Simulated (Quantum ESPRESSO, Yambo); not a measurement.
# SrTiO3 (Tausonite): changed settings of a GW run in Yambo

Aim: change inputs of a GW run on SrTiO3 (Tausonite) and see what moves.

Method: PBE and many-body steps on it, plane waves, in Yambo 5.3.0.

### 1. Set-up

The structure is cubic, space group Pm-3m (No. 221). Conventional cell: a = 3.905 Å, b = 3.905 Å, c = 3.905 Å, α = 90.00°, β = 90.00°, γ = 90.00°. Nearest to Sr lie 12 O at 2.76 Å. Ti has 6 O at 1.95 Å nearest. Nearest to O lie 2 Ti at 1.95 Å and 4 Sr at 2.76 Å. Farther neighbours and most contacts between anions are not listed.

Coordinates:

```cif
data_structure
_symmetry_space_group_name_H-M 'Pm-3m'
_symmetry_Int_Tables_number 221
_cell_length_a 3.9053
_cell_length_b 3.9053
_cell_length_c 3.9053
_cell_angle_alpha 90.000
_cell_angle_beta 90.000
_cell_angle_gamma 90.000
_cell_volume 59.56
loop_
_atom_site_label
_atom_site_type_symbol
_atom_site_symmetry_multiplicity
_atom_site_Wyckoff_symbol
_atom_site_fract_x
_atom_site_fract_y
_atom_site_fract_z
_atom_site_occupancy
Sr1 Sr 1 b 0.50000 0.50000 0.50000 1
Ti1 Ti 1 a 0.00000 0.00000 0.00000 1
O1 O 3 d 0.50000 0.00000 0.00000 1
```

The cell and positions come from the Crystallography Open Database and are kept as given unless a step says otherwise.

### 2. Base

This step: Yambo 5.3.0; G0W0 on PBE, plane waves, norm-conserving pseudopotentials.

Now the one-shot GW correction: screening in the RPA, then the self-energy of the levels asked for.

File gw1.in:

```
HF_and_locXC
gw0
dyson
ppa
em1d
rim_cut
RandQpts= 1000000
RandGvec= 1 RL
EXXRLvcs= 76 Ry
VXCRLvcs= 304 Ry
Chimod= "HARTREE"
% BndsRnXp
 1 | 165 |
%
NGsBlkXp= 13 Ry
% LongDrXp
 1 | 1 | 1 |
%
% GbndRnge
 1 | 165 |
%
DysSolver= "n"
ExtendOut
PPAPntXp= 27.21138 eV
% QPkrange
 10 | 10 | 19 | 22 |
 1 | 1 | 19 | 22 |
%
```

Started as:

```
$ OMP_NUM_THREADS=1 mpirun -n 4 yambo -F gw1.in -J gw1 -C gw1 > gw1.log
```

What it wrote:

```text
 Yambo, version 5.3.0

 [02] CORE Variables Setup
 =========================

  [... cell, symmetries and grids as in the set-up ...]

  [02.05] Energies & Occupations
  ==============================

  [X] === General ===
  [X] Electronic Temperature                        :  0.000000  0.000000 [eV K]
  [X] Bosonic    Temperature                        :  0.000000  0.000000 [eV K]
  [X] Finite Temperature mode                       : no
  [X] El. density                                   :  0.67159E+24 [cm-3]
  [X] Fermi Level                                   :  10.04689 [eV]

  [X] === Gaps and Widths ===
  [X] Conduction Band Min                           :  1.907663 [eV]
  [X] Valence Band Max                              :  0.000000 [eV]
  [X] Filled Bands                                  :  20
  [X] Empty Bands                                   :   21  165
  [X] Direct Gap                                    :  2.262791 [eV]
  [X] Direct Gap localized at k                     :  1
  [X] Indirect Gap                                  :  1.907663 [eV]
  [X] Indirect Gap between kpts                     :  10   1
  [X] Last valence band width                       :  0.731989 [eV]
  [X] 1st conduction band width                     :  2.609048 [eV]

 [03] Transferred momenta grid and indexing
 ==========================================

 IBZ Q-points                                      :  10
 BZ  Q-points                                      :   64

 K/Q-points units:
 rlu = crystal or reduced units; cc = cartesian coordinates; iku = interal k-units

 Q [ 1]         [rlu]:  0.000000  0.000000  0.000000
 Q [ 2]         [rlu]:  0.000000  0.000000  0.250000
 Q [ 3]         [rlu]:  0.000000  0.000000 -0.500000
 Q [ 4]         [rlu]:  0.000000  0.250000  0.250000
 Q [ 5]         [rlu]:  0.000000  0.250000 -0.500000
 Q [ 6]         [rlu]:  0.000000 -0.500000 -0.500000
 Q [ 7]         [rlu]:  0.250000  0.250000  0.250000
 Q [ 8]         [rlu]:  0.250000  0.250000 -0.500000
 Q [ 9]         [rlu]:  0.250000 -0.500000 -0.500000
 Q [10]         [rlu]: -0.500000 -0.500000 -0.500000

 [04] Coloumb potential Random Integration (RIM)
 ===============================================

  [04.01] RIM initialization
  ==========================

  * Diagonal components only detected *

  8 x (sBL volume)        :  0.077143 [a.u.]
  sBZ random points       :  1000000
  Points outside the sBZ  :   7992674
  RL volume               :  0.617144 [a.u.]
  Integrated volume       :  0.617710 [a.u.]

  [04.02] RIM integrals
  =====================

  Gamma point sphere radius             :  0.077218 [a.u.]
  Points outside the sphere             :   799758
  [Int_sBZ(q=0) 1/q^2]*(Vol_sBZ)^(-1/3) =:  7.677921
                                 should be <:  7.795600

  Summary of Coulomb integrals for non-metallic bands |Q|[au] RIM/Bare

  Q [1] 0.100000E-4 0.984904 * Q [2] 0.212848 1.050352
  Q [4] 0.301012 1.048056 * Q [7] 0.368663 1.034451
  Q [3] 0.425695 1.019613 * Q [5] 0.475942 1.017752
  Q [8] 0.521368 1.015471 * Q [6] 0.602024 1.012155
  Q [9] 0.638543 1.010963 * Q [10] 0.737326 1.008585

 [05] Dipoles
 ============

  [05.01] Setup: observables and procedures
  =========================================

  [WARNING] [x,Vnl] slows the Dipoles computation. To neglect it rename the ns.kb_pp file

 [06] Dynamic Dielectric Matrix (PPA)
 ====================================

 [WR./gw1//ndb.pp]---------------------------------------------------------------
  Brillouin Zone Q/K grids (IBZ/BZ)                :   10   64   10   64
  RL vectors                                       :   5743 [WF]
  Coulomb cutoff potential                         : none
  Electronic Temperature                           :  0.000000 [K]
  Bosonic    Temperature                           :  0.000000 [K]
  PPA    diel. fun.  energies                      : Perdew, Burke & Ernzerhof(X)+Perdew, Burke & Ernzerhof(C)
  wavefunctions                                    : Perdew, Burke & Ernzerhof(X)+Perdew, Burke & Ernzerhof(C)
[...]
X matrix size                                    :   341
  X band range                                     :    1  165
  X e/h energy range                               : -1.000000 -1.000000 [eV]
  X Time ordering                                  : R
  X Hxc Kernel                                     : HARTREE
  X Drude frequency                                :  0.000000  0.000000
  X poles                                          :  100.0000 [o/o]
  RL vectors in the sum                            :   5743
  [r,Vnl] included                                 : yes
  Field direction                                  :  0.577350E-5  0.577350E-5  0.577350E-5
  BZ energy Double Grid                            : no
  BZ energy DbGd points                            : 0
  BZ Q point size factor                           : -1.000000
  X Optical Averaged directions                    : none

 [07] Local Exchange-Correlation + Non-Local Fock
 ================================================

 [VXC] Plane waves :   36041
 [EXS] Plane waves :   4553

 QP @ state[ 1 ] K range:  1  1
 QP @ state[ 1 ] b range:  19  22
 QP @ state[ 2 ] K range:  10  10
 QP @ state[ 2 ] b range:  19  22

 [xc] Functional : Perdew, Burke & Ernzerhof(X)+Perdew, Burke & Ernzerhof(C)
 [xc] LIBXC used to calculate xc functional
  PP Number of Atomic Species                      :  3
  NLCC RL compoments                               :   36041
  PP Number of Atomic Species                      :  3
  NLCC RL compoments                               :   36041

 [xc] E_xc :  -22.32465 [Ha]
      E_xc :  -44.64930 [Ry]

  Local XC kind (lXC) : Perdew, Burke & Ernzerhof(X)+Perdew, Burke & Ernzerhof(C)
  Non-Local XC kind (nlXC) : Hartree-Fock

  Corrections @ K [1] :  [eV]
 <19|nlXC|19> = -25.25794 -0.20047E-16 <19|lXC|19> = -20.54184  0.37763E-15
 <20|nlXC|20> = -25.25796 -0.45402E-17 <20|lXC|20> = -20.54184  0.75527E-15
 <21|nlXC|21> = -11.48490  0.48933E-19 <21|lXC|21> = -18.88296 -0.94408E-16
 <22|nlXC|22> = -11.48491 -0.71673E-18 <22|lXC|22> = -18.88296 -0.47204E-16

  Corrections @ K [10] :  [eV]
 <19|nlXC|19> = -25.09237  0.68098E-17 <19|lXC|19> = -20.19479 -0.18882E-15
 <20|nlXC|20> = -25.09237  0.55139E-17 <20|lXC|20> = -20.19479 -0.18882E-15
 <21|nlXC|21> = -12.96587 -0.92841E-19 <21|lXC|21> = -21.98335 -0.94408E-16
 <22|nlXC|22> = -12.96584 -0.14034E-18 <22|lXC|22> = -21.98335 -0.10621E-15

  [07.01] Hartree-Fock occupations report
  =======================================

  [Hartree-Fock] === General ===
  [Hartree-Fock] Electronic Temperature             :  0.000000  0.000000 [eV K]
  [Hartree-Fock] Bosonic    Temperature             :  0.000000  0.000000 [eV K]
  [Hartree-Fock] Finite Temperature mode            : no
  [Hartree-Fock] El. density                        :  0.67159E+24 [cm-3]
  [Hartree-Fock] Fermi Level                        :  10.04689 [eV]

  [Hartree-Fock] === Gaps and Widths ===
  [Hartree-Fock] Conduction Band Min                :  1.989030 [eV]
  [Hartree-Fock] Valence Band Max                   : -0.043408 [eV]
  [Hartree-Fock] Filled Bands                       :  20
  [Hartree-Fock] Empty Bands                        :   21  165
  [Hartree-Fock] Direct Gap                         :  2.584165 [eV]
  [Hartree-Fock] Direct Gap localized at k          :  2
  [Hartree-Fock] Indirect Gap                       :  2.032438 [eV]
  [Hartree-Fock] Indirect Gap between kpts          :   9   2
  [Hartree-Fock] Last valence band width            :  5.027837 [eV]
  [Hartree-Fock] 1st conduction band width          :  11.54516 [eV]

 [08] Dyson equation: Newton solver
 ==================================

  [08.01] G0W0 (W PPA)
  ====================

  [  GW  ] Bands range     :    1  165
  [GW/PPA] G damping       :  0.100000 [eV]

  QP @ state[ 1 ] K range:  1  1
  QP @ state[ 1 ] b range:  19  22
  QP @ state[ 2 ] K range:  10  10
  QP @ state[ 2 ] b range:  19  22

   Sc/G bands                                       :    1  165
   Sc/G damping                                     :  0.100000 ev
   Sc bands terminator                              : no
   Sx RL components                                 :   4553

   QP @ state[ 1 ] K range                          :  1  1
   QP @ state[ 1 ] b range                          :  19  22
   QP @ state[ 2 ] K range                          :  10  10
   QP @ state[ 2 ] b range                          :  19  22
   GF energies kind                                 : Perdew, Burke & Ernzerhof(X)+Perdew, Burke & Ernzerhof(C)
   GF WF`s kind                                     : Perdew, Burke & Ernzerhof(X)+Perdew, Burke & Ernzerhof(C)
   Xs energies kind                                 : Perdew, Burke & Ernzerhof(X)+Perdew, Burke & Ernzerhof(C)
   Xs WF`s kind                                     : Perdew, Burke & Ernzerhof(X)+Perdew, Burke & Ernzerhof(C)

 [11] Game Over & Game summary
```

Run time: 5.3 min. Hardware: 4 MPI ranks of Arm Neoverse V1, shared host; peak memory 1.8 GiB.

Numbers from this step:

| Property | Result |
| --- | --- |
| G0W0 gap on the points computed | 3.479 eV |
| starting gap on the mesh | 1.908 eV |
| k of the valence top | -0.5, -0.5, -0.5 |
| k of the conduction bottom | 0, 0, 0 |
| least direct G0W0 gap on the computed points | 3.847 eV |
| Z at the valence top | 0.7644 |
| Z at the conduction bottom | 0.7777 |

The gap on the mesh goes from 1.91 eV to 3.48 eV, a correction of +1.57 eV.

### 3. Fewer bands in the self-energy

gw3.in, as its differences from gw1.in of step 2:

```diff
@@ -19,3 +19,3 @@
 % GbndRnge
- 1 | 165 |
+ 1 | 24 |
 %
```

Started as:

```
$ OMP_NUM_THREADS=1 mpirun -n 4 yambo -F gw3.in -J gw3,gw1_W -C gw3 > gw3.log
```

What it wrote:

```text
 Yambo, version 5.3.0

 [02] CORE Variables Setup
 =========================

  [... cell, symmetries and grids as in the set-up ...]

  [02.05] Energies & Occupations
  ==============================

  [X] === General ===
  [X] Electronic Temperature                        :  0.000000  0.000000 [eV K]
  [X] Bosonic    Temperature                        :  0.000000  0.000000 [eV K]
  [X] Finite Temperature mode                       : no
  [X] El. density                                   :  0.67159E+24 [cm-3]
  [X] Fermi Level                                   :  10.04689 [eV]

  [X] === Gaps and Widths ===
  [X] Conduction Band Min                           :  1.907663 [eV]
  [X] Valence Band Max                              :  0.000000 [eV]
  [X] Filled Bands                                  :  20
  [X] Empty Bands                                   :   21  165
  [X] Direct Gap                                    :  2.262791 [eV]
  [X] Direct Gap localized at k                     :  1
  [X] Indirect Gap                                  :  1.907663 [eV]
  [X] Indirect Gap between kpts                     :  10   1
  [X] Last valence band width                       :  0.731989 [eV]
  [X] 1st conduction band width                     :  2.609048 [eV]

 [03] Transferred momenta grid and indexing
 ==========================================

 IBZ Q-points                                      :  10
 BZ  Q-points                                      :   64

 K/Q-points units:
 rlu = crystal or reduced units; cc = cartesian coordinates; iku = interal k-units

 Q [ 1]         [rlu]:  0.000000  0.000000  0.000000
 Q [ 2]         [rlu]:  0.000000  0.000000  0.250000
 Q [ 3]         [rlu]:  0.000000  0.000000 -0.500000
[...]
Q [ 8]         [rlu]:  0.250000  0.250000 -0.500000
 Q [ 9]         [rlu]:  0.250000 -0.500000 -0.500000
 Q [10]         [rlu]: -0.500000 -0.500000 -0.500000

 [04] Coloumb potential Random Integration (RIM)
 ===============================================

 Summary of Coulomb integrals for non-metallic bands |Q|[au] RIM/Bare

 Q [1] 0.100000E-4 0.984904 * Q [2] 0.212848 1.050352
 Q [4] 0.301012 1.048056 * Q [7] 0.368663 1.034451
 Q [3] 0.425695 1.019613 * Q [5] 0.475942 1.017752
 Q [8] 0.521368 1.015471 * Q [6] 0.602024 1.012155
 Q [9] 0.638543 1.010963 * Q [10] 0.737326 1.008585

 [05] Dipoles
 ============

  [05.01] Setup: observables and procedures
  =========================================

 [06] Dynamic Dielectric Matrix (PPA)
 ====================================

   Sc/G bands                                       :   1  24
   Sc/G damping                                     :  0.100000 ev
   Sc bands terminator                              : no
   Sx RL components                                 :   4553

   QP @ state[ 1 ] K range                          :  1  1
   QP @ state[ 1 ] b range                          :  19  22
   QP @ state[ 2 ] K range                          :  10  10
   QP @ state[ 2 ] b range                          :  19  22
   GF energies kind                                 : Perdew, Burke & Ernzerhof(X)+Perdew, Burke & Ernzerhof(C)
   GF WF`s kind                                     : Perdew, Burke & Ernzerhof(X)+Perdew, Burke & Ernzerhof(C)
   Xs energies kind                                 : Perdew, Burke & Ernzerhof(X)+Perdew, Burke & Ernzerhof(C)
   Xs WF`s kind                                     : Perdew, Burke & Ernzerhof(X)+Perdew, Burke & Ernzerhof(C)

 [11] Game Over & Game summary
```

Run time: 18 s. Hardware: 4 MPI ranks; peak memory 1.7 GiB.

This step gave:

- G0W0 gap on the points computed: 3.046 eV
- starting gap on the mesh: 1.908 eV
- k of the valence top: -0.5, -0.5, -0.5
- k of the conduction bottom: 0, 0, 0
- least direct G0W0 gap on the computed points: 3.308 eV
- Z at the valence top: 0.7868
- Z at the conduction bottom: 0.7933

### 4. No random integration

gw4.in, as its differences from gw3.in of step 3:

```diff
@@ -6,3 +6,3 @@
 rim_cut
-RandQpts= 1000000
+RandQpts= 0
 RandGvec= 1 RL
@@ -19,3 +19,3 @@
 % GbndRnge
- 1 | 24 |
+ 1 | 165 |
 %
```

Started as:

```
$ OMP_NUM_THREADS=1 mpirun -n 4 yambo -F gw4.in -J gw4,gw1_W -C gw4 > gw4.log
```

What it wrote:

```text
 Yambo, version 5.3.0

 [02] CORE Variables Setup
 =========================

  [... cell, symmetries and grids as in the set-up ...]

  [02.05] Energies & Occupations
  ==============================

  [X] === General ===
  [X] Electronic Temperature                        :  0.000000  0.000000 [eV K]
  [X] Bosonic    Temperature                        :  0.000000  0.000000 [eV K]
  [X] Finite Temperature mode                       : no
  [X] El. density                                   :  0.67159E+24 [cm-3]
  [X] Fermi Level                                   :  10.04689 [eV]

  [X] === Gaps and Widths ===
  [X] Conduction Band Min                           :  1.907663 [eV]
  [X] Valence Band Max                              :  0.000000 [eV]
  [X] Filled Bands                                  :  20
  [X] Empty Bands                                   :   21  165
  [X] Direct Gap                                    :  2.262791 [eV]
  [X] Direct Gap localized at k                     :  1
  [X] Indirect Gap                                  :  1.907663 [eV]
  [X] Indirect Gap between kpts                     :  10   1
  [X] Last valence band width                       :  0.731989 [eV]
  [X] 1st conduction band width                     :  2.609048 [eV]

 [03] Transferred momenta grid and indexing
 ==========================================

 IBZ Q-points                                      :  10
 BZ  Q-points                                      :   64

 K/Q-points units:
 rlu = crystal or reduced units; cc = cartesian coordinates; iku = interal k-units

 Q [ 1]         [rlu]:  0.000000  0.000000  0.000000
 Q [ 2]         [rlu]:  0.000000  0.000000  0.250000
 Q [ 3]         [rlu]:  0.000000  0.000000 -0.500000
[...]
Q [ 8]         [rlu]:  0.250000  0.250000 -0.500000
 Q [ 9]         [rlu]:  0.250000 -0.500000 -0.500000
 Q [10]         [rlu]: -0.500000 -0.500000 -0.500000

 [04] Dipoles
 ============

  [04.01] Setup: observables and procedures
  =========================================

 [05] Dynamic Dielectric Matrix (PPA)
 ====================================

   Sc/G bands                                       :    1  165
   Sc/G damping                                     :  0.100000 ev
   Sc bands terminator                              : no
   Sx RL components                                 :   4553

   QP @ state[ 1 ] K range                          :  1  1
   QP @ state[ 1 ] b range                          :  19  22
   QP @ state[ 2 ] K range                          :  10  10
   QP @ state[ 2 ] b range                          :  19  22
   GF energies kind                                 : Perdew, Burke & Ernzerhof(X)+Perdew, Burke & Ernzerhof(C)
   GF WF`s kind                                     : Perdew, Burke & Ernzerhof(X)+Perdew, Burke & Ernzerhof(C)
   Xs energies kind                                 : Perdew, Burke & Ernzerhof(X)+Perdew, Burke & Ernzerhof(C)
   Xs WF`s kind                                     : Perdew, Burke & Ernzerhof(X)+Perdew, Burke & Ernzerhof(C)

 [10] Game Over & Game summary
```

Run time: 92 s. Hardware: 4 MPI ranks; peak memory 1.8 GiB.

This step gave:

* G0W0 gap on the points computed: 3.450 eV
* starting gap on the mesh: 1.908 eV
* k of the valence top: -0.5, -0.5, -0.5
* k of the conduction bottom: 0, 0, 0
* least direct G0W0 gap on the computed points: 3.819 eV
* Z at the valence top: 0.7671
* Z at the conduction bottom: 0.7804

### 5. More G vectors in the random integration

gw5.in, as its differences from gw4.in of step 4:

```diff
@@ -6,4 +6,4 @@
 rim_cut
-RandQpts= 0
-RandGvec= 1 RL
+RandQpts= 1000000
+RandGvec= 59 RL
 EXXRLvcs= 76 Ry
@@ -28 +28,2 @@
 %
+QpgFull
```

Started as:

```
$ OMP_NUM_THREADS=1 mpirun -n 4 yambo -F gw5.in -J gw5,gw1_W -C gw5 > gw5.log
```

What it wrote:

```text
 Yambo, version 5.3.0

 [02] CORE Variables Setup
 =========================

  [... cell, symmetries and grids as in the set-up ...]

  [02.05] Energies & Occupations
  ==============================

  [X] === General ===
  [X] Electronic Temperature                        :  0.000000  0.000000 [eV K]
  [X] Bosonic    Temperature                        :  0.000000  0.000000 [eV K]
  [X] Finite Temperature mode                       : no
  [X] El. density                                   :  0.67159E+24 [cm-3]
[...]
QP @ state[ 1 ] b range                          :  19  22
   QP @ state[ 2 ] K range                          :  10  10
   QP @ state[ 2 ] b range                          :  19  22
   GF energies kind                                 : Perdew, Burke & Ernzerhof(X)+Perdew, Burke & Ernzerhof(C)
   GF WF`s kind                                     : Perdew, Burke & Ernzerhof(X)+Perdew, Burke & Ernzerhof(C)
   Xs energies kind                                 : Perdew, Burke & Ernzerhof(X)+Perdew, Burke & Ernzerhof(C)
   Xs WF`s kind                                     : Perdew, Burke & Ernzerhof(X)+Perdew, Burke & Ernzerhof(C)

 [11] Game Over & Game summary
```

It took 4.9 min on 4 MPI ranks; peak memory 1.8 GiB.

This step gave:

```yaml
g0w0_gap_on_the_points_computed: 3.497 eV
starting_gap_on_the_mesh: 1.908 eV
k_of_the_valence_top: -0.5, -0.5, -0.5
k_of_the_conduction_bottom: 0, 0, 0
least_direct_g0w0_gap_on_the_computed_points: 3.866 eV
```

Against G0W0 in Yambo (4×4×4 mesh, 165 bands, screening to 176.9 eV, Godby-Needs plasmon pole), the gap moves by +0.019 eV.

(Continued in part 2 of 2.)

[Paths, hosts, dates, memory and timing lines, banners, echoed tables and standing remarks are left out of the program output.]

[Logs are printed without paths, hosts, clocks, repeated set-up lines and the standing remarks that a program may print on its own settings, such as how far it seeks lower states.]

[Runs of the session that timed out or met a known fault of the program may be left out.]

[Hosts, paths, dates, database ids (printed as entryN), source tags and the programs' standing remarks are cut or masked in the printed files.]
